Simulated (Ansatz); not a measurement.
# Decaying states in the gap of LiMgGaN2

A new crystal, LiMgGaN2: structure, gap and complex bands. It is built by putting Ga for B in the LiMgBN2 structure of space group I-4m2, with the volume rescaled by atomic radii. The parent structure comes from the Materials Project.

Program: Ansatz 0.2.0. Level of theory: PBE DFT, plane waves, PAW files, in the first sound run; inputs show where later runs differ. Results are calculated unless marked as measured.

The structure was built from a prototype and need not be the compound's stable phase.

## (1) Set-up

It takes space group I-4m2 (No. 119, tetragonal). Conventional cell: a = 3.987 Å, b = 3.987 Å, c = 9.278 Å, α = 90.00°, β = 90.00°, γ = 90.00°. Nearest to Li lie 4 N at 2.19 Å. Nearest to Mg lie 4 N at 2.19 Å. Ga has 2 N at 1.40 Å nearest. Nearest to N lie 1 Ga at 1.40 Å and 2 Li at 2.19 Å and 2 Mg at 2.19 Å. It derives from LiMgBN2. Ga for B in the LiMgBN2 structure of space group I-4m2. Farther neighbours and most contacts between anions are not listed.

## (2) Cell and atoms at rest

The substituted atoms don't fit the parent's cell, so cell and atoms relax together. A small smearing keeps the run stable in case the gap closes on the way.

The input, input.yaml:

```yaml
crystal:
  lattice:
    - [-1.9935800576, 1.9935800576, 4.6388024047]
    - [1.9935800576, -1.9935800576, 4.6388024047]
    - [1.9935800576, 1.9935800576, -4.6388024047]
  atoms:
    - { symbol: Li, position: [0.25, 0.75, 0.5] }
    - { symbol: Mg, position: [0.75, 0.25, 0.5] }
    - { symbol: Ga, position: [0.5, 0.5, 0.0] }
    - { symbol: "N", position: [0.6512635, 0.6512635, 0.0] }
    - { symbol: "N", position: [0.3487365, 0.3487365, 0.0] }
kpoints:
  mp_grid: { grid: [8, 8, 8] }
scf:
  occupations: { method: gaussian, width: 0.03 }
hamiltonian:
  xc: pbe
output:
  forces: true
  stress: true
relax:
  f_tol: 0.02
  max_steps: 60
  cell: {}
```

On the command line:

```bash
> ansatz run input.yaml --threads 2 --pin off --max-ram 4096MiB --backend cpu --events-out ev --progress --plain --runs-dir out
```

Numbers of over 12 decimals in the logs are rounded to 6 here.

Output:

```text
Engine: ansatz 0.2.0, aarch64-unknown-linux-gnu
Pseudopotentials: kind: paw
Pseudopotential: Li, paw, valence charge 3, recommended cutoff 420 eV (normal), Li.paw.azcp
Pseudopotential: Mg, paw, valence charge 10, recommended cutoff 420 eV (normal), Mg.paw.azcp
Pseudopotential: Ga, paw, valence charge 13, recommended cutoff 420 eV (normal), Ga.paw.azcp
Pseudopotential: N, paw, valence charge 5, recommended cutoff 420 eV (normal), N.paw.azcp
Functional definition: PBE
  parameter kappa = 0.804
  parameter beta = 0.066725
  exchange = pbe_x(kappa = kappa, mu = beta*pi^2/3)
  correlation = pbe_c(beta = beta)
Crystal: 5 atoms, lattice volume = 73.745 Å³
Basis set: ecut = 420 eV, 1435 PW (Γ), exchange–correlation on 80×80×80 points (8 copies of the dense FFT grid, shifted against one another)
Bands: 23, of which v1, the nominal top of the filled ones, is band 18 counted from 1 (17 counted from 0)
Symmetry: 8 space group operations
Space group: I-4m2 (ITA 119), of the structure as read, at distance tolerance 4.2e-5 Å
k-points: 59 of 512 (time reversal used)
Non-local potential: Li, projectors of the file, l = 0: 3, l = 1: 2, l = 2: 1
Non-local potential: Mg, projectors of the file, l = 0: 3, l = 1: 2, l = 2: 1
Non-local potential: Ga, projectors of the file, l = 0: 2, l = 1: 2, l = 2: 3, l = 3: 1
Non-local potential: N, projectors of the file, l = 0: 2, l = 1: 2, l = 2: 1
PAW form: soft (Blöchl's): semilocal exchange-correlation on the pseudo side does not see the compensation charge
PAW one-centre angular grid: Li, 110 points (default); XC on 64 Gauss nodes
PAW one-centre angular grid: Mg, 110 points (default); XC on 64 Gauss nodes
PAW one-centre angular grid: Ga, 590 points (default); XC on 64 Gauss nodes
PAW one-centre angular grid: N, 110 points (default); XC on 64 Gauss nodes
Initial density: superposition of atomic densities (neutral atoms: chi_scale 0, normalization atom), corrected by the library's trained network
Initial wavefunctions: pseudopotential atomic-orbital guess
Functional: x = pbe(κ = 0.804, μ = 0.219515), c = pbe(β = 0.066725)
SCF iter   1: F=—  HF=-6674.592853 eV  |F-HF|=—  |Δ(HF+E_count)|=         —  Δρ=5.39e-3  dr2=1.88e-2  ethr=1.77e-3  ⟨swp⟩=6.0  Hψ=6707  notcnv=0
preconditioner: auto → none  [insulator: Δε(μ)=1.645 eV  Ē_g=14.938 eV  σ=0.030 eV  W_gap=1.00  n_scr=14 (ndim 8)  ℏωp=22.0 eV  f_vac=0.131  D(μ)=0.00/eV (n_scr^D=0)  ε∞_Penn≈3.2]
SCF iter   2: F=—  HF=-6674.595005 eV  |F-HF|=—  |Δ(HF+E_count)|=   2.15e-3  Δρ=2.83e-3  dr2=5.56e-3  ethr=5.23e-5  ⟨swp⟩=2.0  Hψ=2820  notcnv=0  defer=59
SCF iter   3: F=—  HF=-6674.596503 eV  |F-HF|=—  |Δ(HF+E_count)|=   1.50e-3  Δρ=1.60e-3  dr2=1.57e-3  ethr=1.55e-5  ⟨swp⟩=2.0  Hψ=2086  notcnv=0  defer=59
SCF iter   4: F=—  HF=-6674.597492 eV  |F-HF|=—  |Δ(HF+E_count)|=   9.88e-4  Δρ=3.66e-4  dr2=6.22e-5  ethr=4.37e-6  ⟨swp⟩=2.0  Hψ=2300  notcnv=0  defer=59
SCF iter   5: F=—  HF=-6674.597595 eV  |F-HF|=—  |Δ(HF+E_count)|=   1.03e-4  Δρ=6.47e-5  dr2=2.81e-6  ethr=1.73e-7  ⟨swp⟩=2.0  Hψ=2127  notcnv=0  defer=59
SCF iter   6: F=—  HF=-6674.597595 eV  |F-HF|=—  |Δ(HF+E_count)|=   6.70e-7  Δρ=4.97e-5  dr2=1.58e-6  ethr=7.81e-9  ⟨swp⟩=2.0  Hψ=2068  notcnv=0  defer=59
SCF iter   7: F=-6674.597595 eV  HF=-6674.597595 eV  |F-HF|=1.23e-7  |Δ(HF+E_count)|=   5.35e-8  Δρ=8.50e-6  dr2=4.37e-8  ethr=2.78e-10  ⟨swp⟩=3.2  Hψ=5497  notcnv=0
SCF 1 converged in 7 iterations: F = -6674.597595 eV  dr2 = 4.37e-8
  greatest PAW one-centre occupation: 1.000 electrons in one spin orbital (limit 2), on the Mg atom at site 1 (counted from 0), in its partial waves of l = 0
relax step   1: F+E_penalty+E_count = -6674.59759526 eV  Δ(F+E_penalty+E_count) = +0.000e0 eV  max|allowed force component| = 2.666e1 eV/Å  Δτ_max = 0.0000 Å  P = +49.434 GPa  Ω = 73.745 Å³  (7 SCF iters, dr2 threshold 1.00e-7 eV, accepted)
Crystal: 5 atoms, lattice volume = 75.073 Å³
Basis set: ecut = 420 eV, 1493 PW (Γ), exchange–correlation on 80×80×80 points (8 copies of the dense FFT grid, shifted against one another)
Initial density: handed on by an earlier stage of this run
Initial wavefunctions: those handed on with the density
iter 1 solved again at ethr=1.68e-3 eV; its pass at ethr=3.10e-3 eV (dr2=6.04e-1 eV) is discarded
SCF iter   1: F=—  HF=-6680.350777 eV  |F-HF|=—  |Δ(HF+E_count)|=         —  Δρ=3.09e-2  dr2=6.06e-1  ethr=1.68e-3  ⟨swp⟩=1.0  Hψ=8059  notcnv=0
preconditioner: auto → none  [insulator: Δε(μ)=1.376 eV  Ē_g=14.361 eV  σ=0.030 eV  W_gap=1.00  n_scr=14 (ndim 8)  ℏωp=21.9 eV  f_vac=0.141  D(μ)=0.00/eV (n_scr^D=0)  ε∞_Penn≈3.3]
SCF iter   2: F=—  HF=-6680.244306 eV  |F-HF|=—  |Δ(HF+E_count)|=   1.06e-1  Δρ=1.84e-2  dr2=2.46e-1  ethr=1.68e-3  ⟨swp⟩=3.1  Hψ=2650  notcnv=0
SCF iter   3: F=—  HF=-6680.188309 eV  |F-HF|=—  |Δ(HF+E_count)|=   5.60e-2  Δρ=6.16e-3  dr2=1.44e-2  ethr=6.84e-4  ⟨swp⟩=2.3  Hψ=2369  notcnv=0  defer=52
SCF iter   4: F=—  HF=-6680.188542 eV  |F-HF|=—  |Δ(HF+E_count)|=   2.33e-4  Δρ=1.30e-3  dr2=8.85e-4  ethr=4.00e-5  ⟨swp⟩=2.7  Hψ=2429  notcnv=0  defer=59
SCF iter   5: F=—  HF=-6680.188848 eV  |F-HF|=—  |Δ(HF+E_count)|=   3.06e-4  Δρ=3.37e-4  dr2=2.97e-5  ethr=2.46e-6  ⟨swp⟩=2.0  Hψ=2073  notcnv=0  defer=59
SCF iter   6: F=—  HF=-6680.189016 eV  |F-HF|=—  |Δ(HF+E_count)|=   1.69e-4  Δρ=1.99e-4  dr2=1.33e-5  ethr=8.24e-8  ⟨swp⟩=2.0  Hψ=2072  notcnv=0  defer=59
SCF iter   7: F=-6680.189029 eV  HF=-6680.189029 eV  |F-HF|=1.35e-9  |Δ(HF+E_count)|=   1.27e-5  Δρ=1.82e-5  dr2=9.52e-8  ethr=1.39e-9  ⟨swp⟩=4.0  Hψ=6345  notcnv=0
SCF 2 converged in 7 iterations: F = -6680.189029 eV  dr2 = 9.52e-8
relax step   2: F+E_penalty+E_count = -6680.18902919 eV  Δ(F+E_penalty+E_count) = -5.591e0 eV  max|allowed force component| = 8.279e0 eV/Å  Δτ_max = 0.0969 Å  P = +16.696 GPa  Ω = 75.073 Å³  energy of the carried Pulay correction = -2.202e-3 eV  (7 SCF iters, dr2 threshold 5.00e-7 eV, accepted)
Crystal: 5 atoms, lattice volume = 75.121 Å³
Basis set: ecut = 420 eV, 1517 PW (Γ), exchange–correlation on 80×80×80 points (8 copies of the dense FFT grid, shifted against one another)
iter 1 solved again at ethr=3.78e-4 eV; its pass at ethr=3.10e-3 eV (dr2=1.36e-1 eV) is discarded
SCF iter   1: F=—  HF=-6681.284055 eV  |F-HF|=—  |Δ(HF+E_count)|=         —  Δρ=1.44e-2  dr2=1.33e-1  ethr=3.78e-4  ⟨swp⟩=2.0  Hψ=8334  notcnv=0
preconditioner: auto → none  [insulator: Δε(μ)=1.379 eV  Ē_g=14.120 eV  σ=0.030 eV  W_gap=1.00  n_scr=14 (ndim 8)  ℏωp=21.8 eV  f_vac=0.124  D(μ)=0.00/eV (n_scr^D=0)  ε∞_Penn≈3.4]
SCF iter   2: F=—  HF=-6681.268957 eV  |F-HF|=—  |Δ(HF+E_count)|=   1.51e-2  Δρ=9.50e-3  dr2=7.64e-2  ethr=3.70e-4  ⟨swp⟩=3.0  Hψ=2666  notcnv=0
SCF iter   3: F=—  HF=-6681.252182 eV  |F-HF|=—  |Δ(HF+E_count)|=   1.68e-2  Δρ=3.35e-3  dr2=4.25e-3  ethr=2.12e-4  ⟨swp⟩=3.0  Hψ=2298  notcnv=0
SCF iter   4: F=—  HF=-6681.251859 eV  |F-HF|=—  |Δ(HF+E_count)|=   3.22e-4  Δρ=5.70e-4  dr2=2.03e-4  ethr=1.18e-5  ⟨swp⟩=2.1  Hψ=2708  notcnv=0  defer=13
SCF iter   5: F=—  HF=-6681.251803 eV  |F-HF|=—  |Δ(HF+E_count)|=   5.61e-5  Δρ=1.49e-4  dr2=9.47e-6  ethr=5.63e-7  ⟨swp⟩=2.0  Hψ=2213  notcnv=0  defer=13
SCF iter   6: F=—  HF=-6681.251823 eV  |F-HF|=—  |Δ(HF+E_count)|=   1.99e-5  Δρ=5.49e-5  dr2=1.10e-6  ethr=2.63e-8  ⟨swp⟩=2.0  Hψ=2100  notcnv=0  defer=13
SCF iter   7: F=-6681.251825 eV  HF=-6681.251826 eV  |F-HF|=8.26e-8  |Δ(HF+E_count)|=   2.51e-6  Δρ=7.02e-6  dr2=2.12e-8  ethr=1.39e-9  ⟨swp⟩=5.0  Hψ=5689  notcnv=0
SCF 3 converged in 7 iterations: F = -6681.251825 eV  dr2 = 2.12e-8
relax step   3: F+E_penalty+E_count = -6681.25182547 eV  Δ(F+E_penalty+E_count) = -1.063e0 eV  max|allowed force component| = 3.388e0 eV/Å  Δτ_max = 0.0137 Å  P = +7.601 GPa  Ω = 75.121 Å³  energy of the carried Pulay correction = -2.281e-3 eV  (7 SCF iters, dr2 threshold 5.00e-7 eV, accepted)
[... from here on, the SCF cycles and remarks between the steps are left out ...]
relax step   4: F+E_penalty+E_count = -6681.52575770 eV  Δ(F+E_penalty+E_count) = -2.739e-1 eV  max|allowed force component| = 8.831e-1 eV/Å  Δτ_max = 0.0281 Å  P = +3.012 GPa  Ω = 75.542 Å³  energy of the carried Pulay correction = -2.971e-3 eV  (6 SCF iters, dr2 threshold 5.00e-7 eV, accepted)
relax step   5: F+E_penalty+E_count = -6681.55559512 eV  Δ(F+E_penalty+E_count) = -2.984e-2 eV  max|allowed force component| = 1.921e-1 eV/Å  Δτ_max = 0.0081 Å  P = +0.588 GPa  Ω = 76.868 Å³  energy of the carried Pulay correction = -5.116e-3 eV  (6 SCF iters, dr2 threshold 5.00e-7 eV, accepted)
relax step   6: F+E_penalty+E_count = -6681.55670251 eV  Δ(F+E_penalty+E_count) = -1.107e-3 eV  max|allowed force component| = 1.531e-2 eV/Å  Δτ_max = 0.0053 Å  P = +0.061 GPa  Ω = 77.229 Å³  energy of the carried Pulay correction = -5.695e-3 eV  (5 SCF iters, dr2 threshold 5.00e-7 eV, accepted)
relax step   7: F+E_penalty+E_count = -6681.55663410 eV  Δ(F+E_penalty+E_count) = +6.841e-5 eV  max|allowed force component| = 1.006e-3 eV/Å  Δτ_max = 0.0012 Å  P = +0.001 GPa  Ω = 77.297 Å³  energy of the carried Pulay correction = -5.804e-3 eV  (5 SCF iters, dr2 threshold 1.01e-8 eV, accepted)
relax step   8: F+E_penalty+E_count = -6681.58261720 eV  Δ(F+E_penalty+E_count) = -2.598e-2 eV  max|allowed force component| = 1.044e-2 eV/Å  Δτ_max = 0.0000 Å  P = +0.368 GPa  Ω = 77.297 Å³  stress off target by 9.67e-1 GPa  SCF on the basis re-selected at this cell (its energy is not comparable with the rows above)  (9 SCF iters)
relax step   9: F+E_penalty+E_count = -6681.58413130 eV  Δ(F+E_penalty+E_count) = -1.514e-3 eV  max|allowed force component| = 3.573e-3 eV/Å  Δτ_max = 0.0076 Å  P = +0.077 GPa  Ω = 77.430 Å³  energy of the carried Pulay correction = -1.011e-4 eV  (5 SCF iters, dr2 threshold 5.00e-7 eV, accepted)
relax step  10: F+E_penalty+E_count = -6681.58410005 eV  Δ(F+E_penalty+E_count) = +3.125e-5 eV  max|allowed force component| = 7.700e-4 eV/Å  Δτ_max = 0.0013 Å  P = +0.001 GPa  Ω = 77.487 Å³  energy of the carried Pulay correction = -1.735e-4 eV  (5 SCF iters, dr2 threshold 5.84e-8 eV, accepted)
iter 1 solved again at ethr=1.16e-7 eV; its pass at ethr=3.10e-3 eV (dr2=4.19e-5 eV) is discarded
SCF iter   1: F=—  HF=-6681.583565 eV  |F-HF|=—  |Δ(HF+E_count)|=         —  Δρ=1.55e-4  dr2=7.18e-7  ethr=1.16e-7  ⟨swp⟩=3.0  Hψ=9567  notcnv=0
preconditioner: auto → none  [insulator: Δε(μ)=1.193 eV  Ē_g=13.710 eV  σ=0.030 eV  W_gap=1.00  n_scr=16 (ndim 8)  ℏωp=21.5 eV  f_vac=0.114  D(μ)=0.00/eV (n_scr^D=0)  ε∞_Penn≈3.5]
SCF iter   2: F=—  HF=-6681.584134 eV  |F-HF|=—  |Δ(HF+E_count)|=   5.69e-4  Δρ=7.99e-5  dr2=6.63e-7  ethr=2.00e-9  ⟨swp⟩=2.1  Hψ=1934  notcnv=0
SCF iter   3: F=—  HF=-6681.584226 eV  |F-HF|=—  |Δ(HF+E_count)|=   9.12e-5  Δρ=5.64e-5  dr2=8.19e-8  ethr=1.84e-9  ⟨swp⟩=2.0  Hψ=1767  notcnv=0
SCF iter   4: F=—  HF=-6681.584318 eV  |F-HF|=—  |Δ(HF+E_count)|=   9.28e-5  Δρ=1.72e-5  dr2=1.01e-8  ethr=2.28e-10  ⟨swp⟩=2.0  Hψ=2323  notcnv=0
SCF iter   5: F=—  HF=-6681.584327 eV  |F-HF|=—  |Δ(HF+E_count)|=   9.10e-6  Δρ=2.52e-6  dr2=1.95e-9  ethr=2.82e-11  ⟨swp⟩=2.0  Hψ=2357  notcnv=0
SCF iter   6: F=—  HF=-6681.584328 eV  |F-HF|=—  |Δ(HF+E_count)|=   1.58e-7  Δρ=3.19e-7  dr2=5.45e-11  ethr=5.40e-12  ⟨swp⟩=2.0  Hψ=2047  notcnv=0
SCF iter   7: F=-6681.584328 eV  HF=-6681.584328 eV  |F-HF|=6.37e-12  |Δ(HF+E_count)|=   1.19e-9  Δρ=6.18e-8  dr2=6.83e-12  ethr=1.00e-12  ⟨swp⟩=4.0  Hψ=4480  notcnv=0
SCF 11 converged in 7 iterations: F = -6681.584328 eV  dr2 = 6.83e-12
relax step  11: F+E_penalty+E_count = -6681.58432762 eV  Δ(F+E_penalty+E_count) = -2.276e-4 eV  max|allowed force component| = 6.910e-4 eV/Å  Δτ_max = 0.0000 Å  P = +0.000 GPa  Ω = 77.487 Å³  stress off target by 1.31e-2 GPa  SCF on the basis re-selected at this cell (its energy is not comparable with the rows above)  (7 SCF iters)
basis re-selected at this cell: Δ(F+E_penalty+E_count) = -2.276e-4 eV, ΔP = -0.001 GPa vs the last step (what re-selecting the basis moved, of the pressure what is left beyond the Pulay correction that the steps carried, after the strain that the cell walked since its last selection, with what the two solves' SCF thresholds leave and, on support functions, any second-order correction that the steps lacked; it is no m [...]
SCF converged after 7 iterations
Free energy (F): -6681.584328 eV
Harris-Foulkes:  -6681.584328 eV  (|F-HF|=6.37e-12)
Internal energy: -6681.584328 eV  (E = F + TS)
E sigma→0 (E₀):  -6681.584328 eV
Fermi energy:    4.585672 eV
--- Per-component energies (eV) ---
  E_band       = -546.728507
  E_kinetic    = 472.462127
  E_local      = -4704.863220  (includes V_loc(G=0)·N_el)
  E_nonlocal   = 576.711063
  E_hartree    = 1927.463803
  E_xc         = -229.676270
  E_vxc        = -262.564587  (∫ρ·V_xc dr)
  E_paw        = -2552.935974  (= ΣΔE_a)
  E_vpaw       = -483.401574  (= ΣTr[D̂ρ^β])
  E_aug_tail   = -0.000001  (compensation charges beyond the density's cutoff)
  E_ewald      = -2170.745855
  E_smearing   = -0.000000  (= −TS)
  E_closure    = -0.000000  (closes the sum)
  Σ components = -6681.584328   (vs F -6681.584328, Δ=0.00e0)
--- Forces (eV/Å), atoms counted from 1 ---
  atom   1  Li     0.00000000     0.00000000     0.00000000
  atom   2  Mg    -0.00000000     0.00000000    -0.00000000
  atom   3  Ga    -0.00000000     0.00000000     0.00000000
  atom   4  N      0.00000000     0.00000000    -0.00069095
  atom   5  N     -0.00000000     0.00000000     0.00069095
  max |Σ_I F_I| component: 2.43e-17 eV/Å
--- Stress (GPa, compression-positive) ---
       -0.005985       0.000000       0.000000
        0.000000      -0.005985       0.000000
        0.000000       0.000000       0.013065
  P = ⅓ Tr σ = 0.0004 GPa (0.004 kbar)
--- Relaxed structure (9 steps of the walk, 9 accepted, 2 SCFs on fresh bases) ---
  F+E_penalty+E_count = -6681.58432762 eV   max|allowed force component| = 6.910e-4 eV/Å   (the final SCF, on the basis selected at the relaxed cell)
  cell:  # Å, volume = 77.4871 Å³
    - [-1.915360, 1.915360, 5.280422]
    - [1.915360, -1.915360, 5.280422]
    - [1.915360, 1.915360, -5.280422]
  atoms:
    - { symbol: Li, position: [0.25, 0.75, 0.5] }
    - { symbol: Mg, position: [0.75, 0.25, 0.5] }
    - { symbol: Ga, position: [0.5, 0.5, -8.605110077426535e-18] }
    - { symbol: N, position: [0.666835, 0.666835, -1.2482024669725108e-17] }
    - { symbol: N, position: [0.333165, 0.333165, -4.7281954851279496e-18] }
```

The job ended after 56 s (2 threads of Arm Neoverse V2, shared host; peak memory 0.45 GiB).

Relaxation path:

```
step  energy less that of the first step (eV)  largest force component (eV/Å)  pressure (GPa)  volume (Å³)
   1                                   0.0000                         26.6555           49.43        73.75
   2                                  -5.5914                          8.2792           16.70        75.07
   3                                  -6.6542                          3.3876            7.60        75.12
   4                                  -6.9282                          0.8831            3.01        75.54
   5                                  -6.9580                          0.1921            0.59        76.87
   6                                  -6.9591                          0.0153            0.06        77.23
   7                                  -6.9590                          0.0010            0.00        77.30
  8*                                  -6.9850                          0.0104            0.37        77.30
   9                                  -6.9865                          0.0036            0.08        77.43
  10                                  -6.9865                          0.0008            0.00        77.49
 11*                                  -6.9867                          0.0007            0.00        77.49
```

Relaxation steps marked * repeat the geometry before them on a plane-wave basis chosen anew for their cell, so energy and pressure can jump there.

The run keeps the 8 symmetry operations that it works with, so distortions that break them were not tested.

| cell as run | before | after | change |
| --- | --- | --- | --- |
| a (Å) | 5.428 | 5.935 | +9.3 % |
| b (Å) | 5.428 | 5.935 | +9.3 % |
| c (Å) | 5.428 | 5.935 | +9.3 % |
| α (°) | 136.91 | 142.34 | +4.0 % |
| β (°) | 136.91 | 142.34 | +4.0 % |
| γ (°) | 62.58 | 54.31 | -13.2 % |
| volume (Å³/atom) | 14.75 | 15.50 | +5.1 % |

The atoms that moved most (Å, as changes of fractional coordinates times the final cell):

```csv
atom,dx,dy,dz,length
N5,0.000,0.000,-0.164,0.164
N4,0.000,0.000,0.164,0.164
```

The relaxed structure:

```cif
data_structure
_symmetry_space_group_name_H-M 'P 1'
_symmetry_Int_Tables_number 1
_cell_length_a 5.9346
_cell_length_b 5.9346
_cell_length_c 5.9346
_cell_angle_alpha 142.342
_cell_angle_beta 142.342
_cell_angle_gamma 54.313
_cell_volume 77.49
loop_
_atom_site_label
_atom_site_type_symbol
_atom_site_fract_x
_atom_site_fract_y
_atom_site_fract_z
_atom_site_occupancy
Li1 Li 0.25000 0.75000 0.50000 1
Mg2 Mg 0.75000 0.25000 0.50000 1
Ga3 Ga 0.50000 0.50000 0.00000 1
N4 N 0.66683 0.66683 0.00000 1
N5 N 0.33317 0.33317 0.00000 1
```

Numbers from this step:

| Item | Value |
| --- | --- |
| free energy | -6681.5843 eV |
| Fermi energy | 4.586 eV |
| pressure | 3.65e-4 GPa |

The largest force component on a free atom ends at 6.9e-4 eV/Å.

[end of part 1 of 3]

[Logs are printed without paths, hosts, clocks, repeated set-up lines and the standing remarks that a program may print on its own settings, such as how far it seeks lower states.]

[Hosts, paths, dates, database ids (printed as entryN), source tags and the programs' standing remarks are cut or masked in the printed files.]
